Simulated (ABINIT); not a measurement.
# SiC (F-43m): G0W0 in ABINIT against the bands in the screening

Wanted: the cheapest bands in the screening that holds the gap of SiC (F-43m).

Program: ABINIT 10.8.3. Level of theory: PBE and many-body steps on it, plane waves. Results are calculated unless marked as measured.

Report form: the programs' logs are mostly left out.

### 1. The starting structure

Symmetry: F-43m, No. 216, cubic system. The conventional cell has a = 4.358 Å, b = 4.358 Å, c = 4.358 Å, α = 90.00°, β = 90.00°, γ = 90.00°. Si has 4 C at 1.89 Å nearest. Nearest to C lie 4 Si at 1.89 Å. Farther neighbours are not listed.

The cell and positions come from the Crystallography Open Database and are kept as given unless a step says otherwise.

### 2. Screening, 6×6×6 mesh, 12 bands, screening to 261.2 eV

This step: ABINIT 10.8.3; RPA screening on PBE, plane waves, norm-conserving pseudopotentials.

The RPA dielectric matrix is built and inverted for each q.

run.abi

```
acell 3*1.0 Angstrom
rprim 
  -0.000000000000 2.179000000000 2.179000000000
  2.179000000000 0.000000000000 2.179000000000
  2.179000000000 2.179000000000 -0.000000000000
ntypat 2
znucl 14 6
natom 2
typat 1 2
xred 
  0.000000000000 0.000000000000 0.000000000000
  0.250000000000 0.250000000000 0.250000000000
pp_dirpath "pseudos"
pseudos "Si.upf, C.upf"
ecut 37
ngkpt 6 6 6
nshiftk 1
shiftk 0 0 0
kptopt 1
chksymbreak 0
istwfk *1
occopt 1
irdwfk 1
optdriver 3
nband 12
ecuteps 9.6
inclvkb 2
awtr 1
symchi 1
indata_prefix "in"
outdata_prefix "out"
tmpdata_prefix "tmp"
```

Run with:

```sh
> OMP_NUM_THREADS=1 mpirun -n 4 abinit run.abi > log
```

Elapsed: 7.5 s, on 4 MPI ranks of Intel Xeon 6975P-C (Granite Rapids), shared host; peak memory 0.43 GiB; 29 s of CPU time.

This step gave:

| Item | Value |
| --- | --- |
| ε∞ with local fields, on this mesh, along the program's q direction | 7.043 |
| the same without local fields | 7.698 |
| plasma frequency | 23.09 eV |
| plane waves in the screening matrix | 181 |

Local fields lower ε∞ by 9 %.

### 3. 12 bands

This step: G0W0 on PBE, plane waves, norm-conserving pseudopotentials.

run.abi, as its differences from that of step 2:

```diff
@@ -23,8 +23,17 @@
 irdwfk 1
-optdriver 3
-nband 12
+optdriver 4
+nband 99
+gwcalctyp 0
+ecutsigx 37
+symsigma 1
+nkptgw 2
+kptgw 
+  0.0000000000 0.0000000000 0.0000000000
+  0.5000000000 0.5000000000 0.0000000000
+bdgw 
+  2 8
+  3 6
 ecuteps 9.6
-inclvkb 2
-awtr 1
-symchi 1
+irdscr 1
+ppmodel 1
 indata_prefix "in"
```

The job ended after 13 s (4 MPI ranks; peak memory 0.82 GiB).

Numbers from this step:

| Property | Result |
| --- | --- |
| G0W0 gap on the points computed | 2.083 eV |
| starting gap on the mesh | 1.361 eV |
| k of the valence top | 0, 0, 0 |
| k of the conduction bottom | 0.5, 0.5, 0 |
| Z at the valence top | 0.793 |
| Z at the conduction bottom | 0.822 |
| least direct G0W0 gap on the computed points | 5.593 eV |

### 4. Screening, 6×6×6 mesh, 25 bands, screening to 261.2 eV

This step: RPA screening on PBE, plane waves, norm-conserving pseudopotentials.

run.abi, as its differences from that of step 3:

```diff
@@ -23,17 +23,8 @@
 irdwfk 1
-optdriver 4
-nband 99
-gwcalctyp 0
-ecutsigx 37
-symsigma 1
-nkptgw 2
-kptgw 
-  0.0000000000 0.0000000000 0.0000000000
-  0.5000000000 0.5000000000 0.0000000000
-bdgw 
-  2 8
-  3 6
+optdriver 3
+nband 25
 ecuteps 9.6
-irdscr 1
-ppmodel 1
+inclvkb 2
+awtr 1
+symchi 1
 indata_prefix "in"
```

Elapsed: 16 s, on 4 MPI ranks; peak memory 0.48 GiB; 63 s of CPU time.

This step gave:

- ε∞ with local fields, on this mesh, along the program's q direction: 7.066
- the same without local fields: 7.737
- plasma frequency: 23.09 eV
- plane waves in the screening matrix: 181

### 5. 25 bands

The self-energy is evaluated for the states that the input lists, and the levels follow from it, in one-shot runs by the linearised quasiparticle equation.

This step: G0W0 on PBE, plane waves, norm-conserving pseudopotentials.

run.abi, as its differences from that of step 4:

```diff
@@ -23,8 +23,17 @@
 irdwfk 1
-optdriver 3
-nband 25
+optdriver 4
+nband 99
+gwcalctyp 0
+ecutsigx 37
+symsigma 1
+nkptgw 2
+kptgw 
+  0.0000000000 0.0000000000 0.0000000000
+  0.5000000000 0.5000000000 0.0000000000
+bdgw 
+  2 8
+  3 6
 ecuteps 9.6
-inclvkb 2
-awtr 1
-symchi 1
+irdscr 1
+ppmodel 1
 indata_prefix "in"
```

Elapsed: 13 s, on 4 MPI ranks; peak memory 0.82 GiB; 53 s of CPU time.

Numbers from this step:

- G0W0 gap on the points computed: 2.052 eV
- starting gap on the mesh: 1.361 eV
- k of the valence top: 0, 0, 0
- k of the conduction bottom: 0.5, 0.5, 0
- Z at the valence top: 0.793
- Z at the conduction bottom: 0.821
- least direct G0W0 gap on the computed points: 5.561 eV

The gap on the mesh goes from 1.36 eV to 2.05 eV, a correction of +0.69 eV.

### 6. Screening, 6×6×6 mesh, 99 bands, screening to 261.2 eV

This step: RPA screening on PBE, plane waves, norm-conserving pseudopotentials.

run.abi, as its differences from that of step 5:

```diff
@@ -23,17 +23,8 @@
 irdwfk 1
-optdriver 4
+optdriver 3
 nband 99
-gwcalctyp 0
-ecutsigx 37
-symsigma 1
-nkptgw 2
-kptgw 
-  0.0000000000 0.0000000000 0.0000000000
-  0.5000000000 0.5000000000 0.0000000000
-bdgw 
-  2 8
-  3 6
 ecuteps 9.6
-irdscr 1
-ppmodel 1
+inclvkb 2
+awtr 1
+symchi 1
 indata_prefix "in"
```

It took 57 s on 4 MPI ranks; peak memory 0.78 GiB; 3.8 min of CPU time.

Numbers from this step:

```yaml
eps_infinity_with_local_fields_on_this_mesh_along_the_program_s_q_direction: 7.082
the_same_without_local_fields: 7.743
plasma_frequency: 23.09 eV
plane_waves_in_the_screening_matrix: 181
```

### 7. 99 bands

This step: G0W0 on PBE, plane waves, norm-conserving pseudopotentials.

run.abi, as its differences from that of step 6:

```diff
@@ -23,8 +23,17 @@
 irdwfk 1
-optdriver 3
+optdriver 4
 nband 99
+gwcalctyp 0
+ecutsigx 37
+symsigma 1
+nkptgw 2
+kptgw 
+  0.0000000000 0.0000000000 0.0000000000
+  0.5000000000 0.5000000000 0.0000000000
+bdgw 
+  2 8
+  3 6
 ecuteps 9.6
-inclvkb 2
-awtr 1
-symchi 1
+irdscr 1
+ppmodel 1
 indata_prefix "in"
```

Elapsed: 14 s, on 4 MPI ranks; peak memory 0.83 GiB.

Numbers from this step:

```
G0W0 gap on the points computed              : 2.088 eV
starting gap on the mesh                     : 1.361 eV
k of the valence top                         : 0, 0, 0
k of the conduction bottom                   : 0.5, 0.5, 0
least direct G0W0 gap on the computed points : 5.587 eV
```

Against the run before, the gap moves by +0.036 eV.

### 8. Screening, 6×6×6 mesh, 224 bands, screening to 261.2 eV

This step: RPA screening on PBE, plane waves, norm-conserving pseudopotentials.

run.abi, as its differences from that of step 7:

```diff
@@ -23,17 +23,8 @@
 irdwfk 1
-optdriver 4
-nband 99
-gwcalctyp 0
-ecutsigx 37
-symsigma 1
-nkptgw 2
-kptgw 
-  0.0000000000 0.0000000000 0.0000000000
-  0.5000000000 0.5000000000 0.0000000000
-bdgw 
-  2 8
-  3 6
+optdriver 3
+nband 224
 ecuteps 9.6
-irdscr 1
-ppmodel 1
+inclvkb 2
+awtr 1
+symchi 1
 indata_prefix "in"
```

Run time: 2.1 min. Hardware: 4 MPI ranks; peak memory 1.4 GiB.

Numbers from this step:

| Quantity | Value |
| --- | --- |
| ε∞ with local fields, on this mesh, along the program's q direction | 7.084 |
| the same without local fields | 7.744 |
| plasma frequency | 23.09 eV |
| plane waves in the screening matrix | 181 |

### 9. 224 bands

This step: G0W0 on PBE, plane waves, norm-conserving pseudopotentials.

run.abi, as its differences from that of step 8:

```diff
@@ -23,8 +23,17 @@
 irdwfk 1
-optdriver 3
-nband 224
+optdriver 4
+nband 99
+gwcalctyp 0
+ecutsigx 37
+symsigma 1
+nkptgw 2
+kptgw 
+  0.0000000000 0.0000000000 0.0000000000
+  0.5000000000 0.5000000000 0.0000000000
+bdgw 
+  2 8
+  3 6
 ecuteps 9.6
-inclvkb 2
-awtr 1
-symchi 1
+irdscr 1
+ppmodel 1
 indata_prefix "in"
```

The job ended after 14 s (4 MPI ranks; peak memory 0.83 GiB).

Numbers from this step:

```yaml
g0w0_gap_on_the_points_computed: 2.099 eV
starting_gap_on_the_mesh: 1.361 eV
k_of_the_valence_top: 0, 0, 0
k_of_the_conduction_bottom: 0.5, 0.5, 0
least_direct_g0w0_gap_on_the_computed_points: 5.593 eV
```

Against the run before, the gap moves by +0.011 eV.

### 10. Side by side

Times are wall times on 4 MPI ranks of Intel Xeon 6975P-C (Granite Rapids), shared host, good to a factor of about two. A run's time includes the screening step that it read.

```
      run   mesh  bands  screening cutoff (eV)  DFT gap (eV)  gap on the mesh (eV)  direct (eV)  ε∞ used     time
 12 bands  6×6×6     99                  261.2         1.361                 2.083        5.593     7.04     20 s
 25 bands  6×6×6     99                  261.2         1.361                 2.052        5.561     7.07     29 s
 99 bands  6×6×6     99                  261.2         1.361                 2.088        5.587     7.08     70 s
224 bands  6×6×6     99                  261.2         1.361                 2.099        5.593     7.08  2.3 min
```

### 11. Outcome

| Item | Value |
| --- | --- |
| 12 bands | 2.083 eV |
| 25 bands | 2.052 eV |
| 99 bands | 2.088 eV |
| 224 bands | 2.099 eV |
| known limits | not at the basis limit |

**Reading.** The setting moved: bands in the screening. From 12 bands to 224 bands the gap moves by +0.02 eV, for 6.8 times the time, not steadily: it passes through 2.05 eV. The last step still moves it by +0.011 eV. Bands and screening cutoff are coupled, so a series along one setting does not show full convergence. Bands and cutoff are finite, so the gap is not at the basis limit. The miss can reach some tenths of an eV and take either sign; the mesh is an error of its own. In the G0W0 runs levels were corrected at 2 k points alone, so a gap called «on the mesh» is the least over those, and an edge elsewhere would be missed.

[Paths, hosts, dates, memory and timing lines, banners, echoed tables and standing remarks are left out of the program output.]

[Logs are printed without paths, hosts, clocks, repeated set-up lines and the standing remarks that a program may print on its own settings, such as how far it seeks lower states.]

[Runs of the session that timed out or met a known fault of the program may be left out.]

[Hosts, paths, dates, database ids (printed as entryN), source tags and the programs' standing remarks are cut or masked in the printed files.]

[G0W0 gaps are taken among the corrected bands and points alone; a level outside them can change the order at an edge.]

[Where Ansatz stands beside ABINIT at settings called matched, ABINIT's density can come from a denser mesh and the files from another edition; pairs whose starting gaps differed by over 0.03 eV were left out, so agreement reads better than it is.]
